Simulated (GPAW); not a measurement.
Computed results, one entry a study.

### How the form of the self-energy moves the gap of CsH (honeycomb monolayer)

The cell holds 2 atoms: 1 Cs and 1 H. Its edges and angles: a = 4.908 Å, b = 4.908 Å, c = 11.400 Å, α = 90.0°, β = 90.0°, γ = 120.0°. Vacuum lies along c.

```yaml
method: DFT, LDA, plane waves, PAW (and 3 further levels or steps)
program: GPAW 26.7.0
settings: cutoff 600 eV, GPAW PAW setups 1.2.1 data release, 6×6×1 k-mesh, nbands 396
cost: 4 runs, 20 min in all on 4 MPI ranks of Arm Neoverse V1, shared host
notes: The structure was relaxed with LDA. Limits: no spin-orbit coupling.
one_shot_hse06: 3.324 eV
g0w0_extrapolated_in_the_cutoff: 5.166 eV
one_shot_pbe0: 3.986 eV
known_limits: short of the basis limit; no spin-orbit coupling
```

G0W0, extrapolated in the cutoff: +1.841 eV against one-shot HSE06. One-shot PBE0: +0.661 eV against one-shot HSE06.

[Long decimals in the printed logs are rounded to 6 places.]

[Logs are printed without paths, hosts, clocks, repeated set-up lines and the standing remarks that a program may print on its own settings, such as how far it seeks lower states.]

[Paths, hosts, dates, memory and timing lines, banners, echoed tables and standing remarks are left out of the program output; an Ansatz launch command may be rebuilt from the run's recorded settings. Measured values are a selection of at most five: reports struck by readers or far from the other reports are left out. None is set beside runs whose start may be inverted or whose files or cutoffs have a known fault.]

[Runs of the session that timed out or met a known fault of the program may be left out.]

[Hosts, paths, dates, database ids (printed as entryN), source tags and the programs' standing remarks are cut or masked in the printed files.]

[Where the starting crystal was built by hand or by swapping elements, it need not be the compound's stable phase.]
